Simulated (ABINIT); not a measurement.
**NaCl (Fm-3m): least direct gap against volume**

The cell of NaCl (Fm-3m) is scaled evenly and the response computed anew at each volume, on one mesh.

The structure is cubic, space group Fm-3m (No. 225). The conventional cell has a = 5.620 Å, b = 5.620 Å, c = 5.620 Å, α = 90.00°, β = 90.00°, γ = 90.00°. Cl on site b is surrounded by 6 Na at 2.81 Å. Around Na on site a lie 6 Cl at 2.81 Å.

Method: ABINIT 10.8.3, PBE, independent particles, k-mesh 10×10×10, Lorentzian half width 0.04 eV.

Launch of the response step: `optic optic.abi`. The series took 3.3 min in all, its band step included, on 4 threads of AMD EPYC 7B13 (Zen 3), with other jobs on the host.

| V/V₀ | V (Å³, primitive cell) | least direct gap (eV) |
| --- | --- | --- |
| 0.94 | 41.71 | 5.403 |
| 0.97 | 43.04 | ? |
| 1.00 | 44.38 | 5.150 |
| 1.03 | 45.71 | 5.036 |
| 1.06 | 47.04 | 4.931 |

For small changes the quantity should be close to linear in ln V.

Working, on the rows shown:

| x = ln(V/V₀) | y = least direct gap |
| --- | --- |
| -0.0618754 | 5.403 |
| 0 | 5.15 |
| 0.0295588 | 5.036 |
| 0.0582689 | 4.931 |

Means: x̄ = 0.0064881, ȳ = 5.13. Σ(x − x̄)(y − ȳ) = -0.03127, Σ(x − x̄)² = 0.007929. Slope = -0.03127 / 0.007929 = -3.943; intercept = ȳ − slope · x̄ = 5.1556. The line misses the rows shown by at most 0.0056 eV.

**Question.** Fill in the last column of the withheld row.

**Answer.** At x = -0.030459 the line gives y = 5.2757 eV. The run gave 5.272 eV, so the interpolation is off by 0.0037 eV, 0.8 % of the range in the table.

Between the rows on either side of x = 0 the slope is (5.036 − 5.272) / (0.029559 − (-0.030459)) = -3.932. That is a volume deformation potential of -3.9 eV: the least direct gap on this mesh widens by 39 meV for each per cent of compression. The cell comes from an older database entry, whose edges can be off by a per cent or so. PBE gaps are as a rule too small.
